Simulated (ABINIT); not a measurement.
# LiHF2 (C2/m): G0W0 with ABINIT, start to end

Wanted: ground state, empty states, screening and self-energy for LiHF2 (C2/m).

Method: PBEsol and many-body steps on it, plane waves, in ABINIT 10.8.3.

**1. Set-up**

The structure is monoclinic, space group C2/m (No. 12). Conventional cell: a = 5.095 Å, b = 3.070 Å, c = 4.903 Å, α = 90.00°, β = 121.02°, γ = 90.00°. Li has 6 F at 2.00 to 2.04 Å nearest. Nearest to H lie 2 F at 1.14 Å. F has 1 H at 1.14 Å and 3 Li at 2.00 to 2.04 Å nearest. Farther neighbours and most contacts between anions are not listed.

As a file:

```cif
data_structure
_symmetry_space_group_name_H-M 'C2/m'
_symmetry_Int_Tables_number 12
_cell_length_a 5.0950
_cell_length_b 3.0698
_cell_length_c 4.9029
_cell_angle_alpha 90.000
_cell_angle_beta 121.024
_cell_angle_gamma 90.000
_cell_volume 65.71
loop_
_atom_site_label
_atom_site_type_symbol
_atom_site_symmetry_multiplicity
_atom_site_Wyckoff_symbol
_atom_site_fract_x
_atom_site_fract_y
_atom_site_fract_z
_atom_site_occupancy
Li1 Li 2 a 0.00000 0.00000 0.00000 1
H1 H 2 c 0.00000 0.00000 0.50000 1
F1 F 4 i 0.70980 0.50000 0.75070 1
```

The cell and positions are those that the Materials Project relaxed with its own functionals (PBE, PBE+U or r2SCAN), kept fixed.

**2. Ground state**

This step: ABINIT 10.8.3; DFT, PBEsol, plane waves, norm-conserving pseudopotentials.

The ground-state density comes first.

Contents of run.abi:

```
acell 3*1.0 Angstrom
rprim 
  2.547496000000 -1.534899000000 0.000000000000
  2.547496000000 1.534899000000 0.000000000000
  -2.526944000000 -0.000000000000 4.201520000000
ntypat 3
znucl 3 1 9
natom 4
typat 1 2 3 3
xred 
  0.000000000000 0.000000000000 0.000000000000
  0.000000000000 0.000000000000 0.500000000000
  0.209803000000 0.209803000000 0.750702000000
  0.790197000000 0.790197000000 0.249298000000
pp_dirpath "pseudos"
pseudos "Li.upf, H.upf, F.upf"
ecut 36
ngkpt 8 8 6
nshiftk 1
shiftk 0 0 0
kptopt 1
chksymbreak 0
nband 15
occopt 1
tolvrs 1e-10
nstep 60
prtwf 0
optforces 0
optstress 0
indata_prefix "in"
outdata_prefix "out"
tmpdata_prefix "tmp"
```

Run with:

```bash
$ OMP_NUM_THREADS=1 mpirun -n 4 abinit run.abi > log
```

Numbers of over 12 decimals in the logs are rounded to 6 here.

Log:

```text
.Version 10.8.3 of ABINIT. v10.8.2 released Aug 2026.

 Symmetries : space group C2/m (# 12); Bravais mC (1-face-center monocl.)
================================================================================
 Values of the parameters that define the memory need of the present run
     intxc =       0    ionmov =       0      iscf =       7    lmnmax =       5
     lnmax =       5     mgfft =      54  mpssoang =       3    mqgrid =    3001
     natom =       4  nloc_mem =       1    nspden =       1   nspinor =       1
    nsppol =       1      nsym =       4    n1xccc =    2501    ntypat =       3
    occopt =       1   xclevel =       2
-    mband =          15        mffmem =           1         mkmem =          29
       mpw =        2308          nfft =       55296          nkpt =         114
================================================================================
  Rough estimation (10% accuracy) of disk space for files :
================================================================================

--------------------------------------------------------------------------------
------------- Echo of variables that govern the present computation ------------
--------------------------------------------------------------------------------
 -outvars: echo values of preprocessed input variables --------
            acell      1.8897261259E+00  1.8897261259E+00  1.8897261259E+00 Bohr

      chksymbreak           0
             ecut      3.60000000E+01 Hartree
-          fftalg         312

              ixc     -116133
              kpt      0.00000000E+00  0.00000000E+00  0.00000000E+00
                       1.25000000E-01  0.00000000E+00  0.00000000E+00
                       2.50000000E-01  0.00000000E+00  0.00000000E+00
                       3.75000000E-01  0.00000000E+00  0.00000000E+00
                       5.00000000E-01  0.00000000E+00  0.00000000E+00
                       1.25000000E-01  1.25000000E-01  0.00000000E+00
                       2.50000000E-01  1.25000000E-01  0.00000000E+00
                       3.75000000E-01  1.25000000E-01  0.00000000E+00
                       5.00000000E-01  1.25000000E-01  0.00000000E+00
   [... 39 further rows ...]
                      -3.75000000E-01  5.00000000E-01  1.66666667E-01
                      -2.50000000E-01  5.00000000E-01  1.66666667E-01
                       outvar_i_n : Printing only first  50 k-points.
         kptrlatt        8    0    0      0    8    0      0    0    6
          kptrlen      4.49628416E+01
P           mkmem          29
            natom           4
            nband          15
            ngfft          32      32      54
             nkpt         114
            nstep          60
             nsym           4
           ntypat           3
              occ      2.000000  2.000000  2.000000  2.000000  2.000000  2.000000
                       2.000000  2.000000  2.000000  0.000000  0.000000  0.000000
[...]
optforces           0
        optstress           0
            prtwf           0
            rprim      2.5474960000E+00 -1.5348990000E+00  0.0000000000E+00
[...]
spgroup          12

           tolvrs      1.00000000E-10

             xred      0.0000000000E+00  0.0000000000E+00  0.0000000000E+00
[...]
znucl        3.00000    1.00000    9.00000

================================================================================

 chkinp: Checking input parameters for consistency.

================================================================================
== DATASET  1 ==================================================================
-   mpi_nproc: 4, omp_nthreads: 1 (-1 if OMP is not activated)

--- !DatasetInfo
iteration_state: {dtset: 1, }
dimensions: {natom: 4, nkpt: 114, mband: 15, nsppol: 1, nspinor: 1, nspden: 1, mpw: 2308, }
cutoff_energies: {ecut:  36.0, pawecutdg:  -1.0, }
electrons: {nelect:   1.80000000E+01, charge:   0.00000000E+00, occopt:   1.00000000E+00, tsmear:   1.00000000E-02, }

 Real(R)+Recip(G) space primitive vectors, cartesian coordinates (Bohr,Bohr^-1):
 R(1)=  4.8140697 -2.9005387  0.0000000  G(1)=  0.1038622 -0.1723818  0.0624664
 R(2)=  4.8140697  2.9005387  0.0000000  G(2)=  0.1038622  0.1723818  0.0624664
 R(3)= -4.7752321  0.0000000  7.9397221  G(3)=  0.0000000  0.0000000  0.1259490
 Unit cell volume ucvol=  2.2173096E+02 bohr^3
 Angles (23,13,12)=  1.16197186E+02  1.16197186E+02  6.21390048E+01 degrees

 getcut: wavevector=  0.0000  0.0000  0.0000  ngfft=  32  32  54
         ecut(hartree)=     36.000   => boxcut(ratio)=   2.10945

--- Pseudopotential description ------------------------------------------------
- Li Generated using ONCVPSP code by D. R. Hamann
-  3.00000   3.00000  180301                  znucl, zion, pspdat
12 -116133 1 -1 1944                          pspcod,pspxc,lmax,lloc,mmax
     nproj     2     2     0
  pspatm : epsatm=    2.60875052
         --- l  ekb(1:nproj) -->
[...]
pspatm: atomic psp has been read  and splines computed

- H Generated using ONCVPSP code by D. R. Hamann
-  1.00000   1.00000  180301                  znucl, zion, pspdat
12 -116133 1 -1 1180                          pspcod,pspxc,lmax,lloc,mmax
     nproj     2     1     0
  pspatm : epsatm=    0.35585368
         --- l  ekb(1:nproj) -->
[...]
1   -0.494138
 pspatm: atomic psp has been read  and splines computed

- F Generated using ONCVPSP code by D. R. Hamann
-  9.00000   7.00000  180301                  znucl, zion, pspdat
12 -116133 2 -1 832                           pspcod,pspxc,lmax,lloc,mmax
     nproj     2     2     1
  pspatm : epsatm=    4.89824381
         --- l  ekb(1:nproj) -->
[...]
2   -2.394754
 pspatm: atomic psp has been read  and splines computed

   2.29699653E+02                                ecore*ucvol(ha*bohr**3)
--------------------------------------------------------------------------------

_setup2: Arith. and geom. avg. npw (full set) are    2287.674    2287.660

================================================================================

--- !BeginCycle
iteration_state: {dtset: 1, }
solver: {iscf: 7, nstep: 60, nline: 4, wfoptalg: 0, }
tolerances: {tolvrs: 1.00E-10, }

     iter   Etot(hartree)      deltaE(h)  residm     vres2
 ETOT  1  -56.940342697907    -5.694E+01 7.718E-02 1.915E+02
 ETOT  2  -56.975742208849    -3.540E-02 2.588E-02 1.155E+02
 ETOT  3  -57.019963647304    -4.422E-02 3.500E-03 2.977E+00
 ETOT  4  -57.020605962096    -6.423E-04 9.599E-04 1.286E-01
 ETOT  5  -57.020611170242    -5.208E-06 1.125E-04 6.626E-03
 ETOT  6  -57.020611460289    -2.900E-07 2.089E-04 2.325E-04
 ETOT  7  -57.020611475963    -1.567E-08 2.552E-05 6.574E-06
 ETOT  8  -57.020611476808    -8.453E-10 4.575E-05 1.192E-07
 ETOT  9  -57.020611476811    -3.467E-12 5.097E-06 4.513E-09
 ETOT 10  -57.020611476812    -8.384E-13 9.322E-06 4.072E-11

 At SCF step   10       vres2   =  4.07E-11 < tolvrs=  1.00E-10 =>converged.

--- !ResultsGS
iteration_state: {dtset: 1, }
comment   : Summary of ground state results
lattice_vectors:
- [  4.8140697,  -2.9005387,   0.0000000, ]
- [  4.8140697,   2.9005387,   0.0000000, ]
- [ -4.7752321,  -0.0000000,   7.9397221, ]
lattice_lengths: [   5.62036,    5.62036,    9.26510, ]
lattice_angles: [116.197, 116.197,  62.139, ] # degrees, (23, 13, 12)
lattice_volume:   2.2173096E+02
convergence: {deltae: -8.384E-13, res2:  4.072E-11, residm:  9.322E-06, diffor:  0.000E+00, }
etotal    :  -5.70206115E+01
entropy   :   0.00000000E+00
fermie    :  -9.54477673E-02
cartesian_stress_tensor: null
pressure_GPa: null
xred      :
- [  0.0000E+00,   0.0000E+00,   0.0000E+00, Li]
- [ -1.8873E-18,  -1.8873E-18,   5.0000E-01,  H]
- [  2.0980E-01,   2.0980E-01,   7.5070E-01,  F]
- [  7.9020E-01,   7.9020E-01,   2.4930E-01,  F]
cartesian_forces: null
force_length_stats: {min: null, max: null, mean: null, }

 Integrated electronic density in atomic spheres:
 ------------------------------------------------
 Atom  Sphere_radius  Integrated_density
[...]
4        2.00000          7.13882862
================================================================================

 ----iterations are completed or convergence reached----

 Mean square residual over all n,k,spin=   58.081E-10; max=  93.220E-07
 reduced coordinates (array xred) for    4 atoms
       0.000000000000      0.000000000000      0.000000000000
      -0.000000000000     -0.000000000000      0.500000000000
       0.209803000000      0.209803000000      0.750702000000
       0.790197000000      0.790197000000      0.249298000000
 rms dE/dt=  0.0000E+00; max dE/dt=  0.0000E+00; dE/dt below (all hartree)
    1       0.000000000000      0.000000000000      0.000000000000
    2       0.000000000000      0.000000000000      0.000000000000
    3       0.000000000000      0.000000000000      0.000000000000
    4       0.000000000000      0.000000000000      0.000000000000

 cartesian coordinates (angstrom) at end:
    1      0.000000     0.000000     0.000000
    2     -1.263472    -0.000000     2.100760
    3     -0.828037    -0.000000     3.154089
    4      3.396085     0.000000     1.047431
 length scales=  1.889726125908  1.889726125908  1.889726125908 bohr
              =  1.000000000000  1.000000000000  1.000000000000 angstroms
 prteigrs : about to open file out_EIG
 Fermi (or HOMO) energy (hartree) =  -0.09545   Average Vxc (hartree)=  -0.34672
 Eigenvalues (hartree) for nkpt= 114  k points:
 kpt#   1, nband= 15, wtk=  0.00260, kpt=  0.0000  0.0000  0.0000 (reduced coord)
  -1.56146   -0.85973   -0.80305   -0.29430   -0.10859   -0.10728   -0.10442   -0.10324
  -0.10010    0.21342    0.37287    0.55164    0.60248    0.60363    0.63679
 prteigrs : prtvol=0 or 1, do not print more k-points.

--- !EnergyTerms
iteration_state     : {dtset: 1, }
comment             : Components of total free energy in Hartree
kinetic             :  3.81129825162862E+01
hartree             :  1.73052788317714E+01
xc                  : -1.28922123458205E+01
Ewald energy        : -3.45370259623522E+01
psp_core            :  1.03593854325274E+00
local_psp           : -5.61734467060159E+01
non_local_psp       : -9.87212635393408E+00
total_energy        : -5.70206114768123E+01
total_energy_eV     : -1.55160988287756E+03
band_energy         : -8.27201961937264E+00

== END DATASET(S) ==============================================================
================================================================================

 -outvars: echo values of variables after computation  --------
           etotal     -5.7020611477E+01
            nband          15
             nkpt         114
          spgroup          12
 [... the other variables as echoed above ...]

 Calculation completed.
```

Wall time 48 s (4 MPI ranks of Arm Neoverse N1, shared host); peak memory 0.34 GiB; 3.2 min of CPU time.

This step gave:

```yaml
total_energy: -1551.6099 eV
gap: 8.405 eV
k_of_the_valence_top: 0.125, 0.125, 0.3333
k_of_the_conduction_bottom: 0, 0, 0
least_direct_gap: 8.531 eV
```

The gap is indirect, with the least direct gap 0.13 eV higher.

(Part 1 of 3 ends here.)

[Paths, hosts, dates, memory and timing lines, banners, echoed tables and standing remarks are left out of the program output.]

[Logs are printed without paths, hosts, clocks, repeated set-up lines and the standing remarks that a program may print on its own settings, such as how far it seeks lower states.]

[Runs of the session that timed out or met a known fault of the program may be left out.]

[Hosts, paths, dates, database ids (printed as entryN), source tags and the programs' standing remarks are cut or masked in the printed files.]

[G0W0 gaps are taken among the corrected bands and points alone; a level outside them can change the order at an edge.]

[Where Ansatz stands beside ABINIT at settings called matched, ABINIT's density can come from a denser mesh and the files from another edition; pairs whose starting gaps differed by over 0.03 eV were left out, so agreement reads better than it is.]
